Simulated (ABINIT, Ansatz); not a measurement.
Planning a run of ABINIT 10.8.3 on BaTiO3 (P4mm). The input:

```
acell 3*1.0 Angstrom
rprim 
  3.990480000000 0.000000000000 0.000000000000
  0.000000000000 3.990480000000 0.000000000000
  0.000000000000 0.000000000000 4.023030000000
ntypat 3
znucl 56 22 8
natom 5
typat 1 2 3 3 3
xred 
  0.000000000000 0.000000000000 0.000000000000
  0.500000000000 0.500000000000 0.522000000000
  0.500000000000 0.500000000000 0.979000000000
  0.500000000000 0.000000000000 0.488000000000
  0.000000000000 0.500000000000 0.488000000000
pp_dirpath "pseudos"
pseudos "Ba.upf, Ti.upf, O.upf"
ecut 38
ngkpt 4 4 4
nshiftk 1
shiftk 0 0 0
kptopt 1
chksymbreak 0
istwfk *1
occopt 1
irdwfk 1
optdriver 4
nband 140
gwcalctyp 0
ecutsigx 38
symsigma 1
nkptgw 2
kptgw 
  0.5000000000 0.5000000000 0.5000000000
  0.0000000000 0.0000000000 0.0000000000
bdgw 
  18 23
  19 23
ecuteps 5.2
irdscr 1
ppmodel 1
indata_prefix "in"
outdata_prefix "out"
tmpdata_prefix "tmp"
```

```sh
OMP_NUM_THREADS=1 mpirun -n 4 abinit run.abi > log
```

Question: How long will it take on 4 MPI ranks of Arm Neoverse V1, shared host, and how much memory?

It took 27 s; on shared hardware allow 13 s to 54 s. Peak host memory was 1.8 GiB.

[Paths, hosts, dates, memory and timing lines, banners, echoed tables and standing remarks are left out of the program output.]

[Logs are printed without paths, hosts, clocks, repeated set-up lines and the standing remarks that a program may print on its own settings, such as how far it seeks lower states.]

[Runs of the session that timed out or met a known fault of the program may be left out.]

[Hosts, paths, dates, database ids (printed as entryN), source tags and the programs' standing remarks are cut or masked in the printed files.]

[G0W0 gaps are taken among the corrected bands and points alone; a level outside them can change the order at an edge.]

[Where Ansatz stands beside ABINIT at settings called matched, ABINIT's density can come from a denser mesh and the files from another edition; pairs whose starting gaps differed by over 0.03 eV were left out, so agreement reads better than it is.]
